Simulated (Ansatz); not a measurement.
The compound is CuF2 (1T sheet).

The cell holds 3 atoms: 1 Cu and 2 F. Cell: a = 3.136 Å, b = 3.136 Å, c = 28.816 Å, α = 90.0°, β = 90.0°, γ = 120.0°. Vacuum lies along c.

```xyz
3
Lattice="0.0000 -2.2176 2.2176 2.2176 0.0000 -2.2176 16.6372 16.6372 16.6372" Properties=species:S:1:pos:R:3
Cu    5.3429    5.3429    5.3429
F     7.3429    5.1253    5.1253
F     5.5604    3.3428    5.5604
```

The structure was relaxed with PBEsol. The structure was generated from a model, not taken from a measurement. The runs that relaxed it are not among those shown. The program's search for lower electronic states was switched off, so nothing shows that the state found is the lowest. PAW set soft_2, made with PBE.

A constrained-RPA run (Ansatz 0.2.0; non-magnetic PBEsol; Cu d, bands v5 to v1, 6×6×1 mesh, medium accuracy) builds 5 functions on bands 1.8 eV wide, with 9.0 electrons in the window. The bare on-site interaction is 23.2 eV and the bare J 0.78 eV.

Question: Estimate U, U′ and J.

On the Cu d shell, U = 8.88 eV (38 % of the bare value), U′ = 7.55 eV, J = 0.64 eV.

The parent state is non-magnetic and the interaction static (zero frequency); U depends on the window and the orbitals, so it belongs to this model alone.

[Paths, hosts, dates, memory and timing lines, banners, echoed tables and standing remarks are left out of the program output.]

[Logs are printed without paths, hosts, clocks, repeated set-up lines and the standing remarks that a program may print on its own settings, such as how far it seeks lower states.]

[Runs of the session that timed out or met a known fault of the program may be left out.]

[Hosts, paths, dates, database ids (printed as entryN), source tags and the programs' standing remarks are cut or masked in the printed files.]
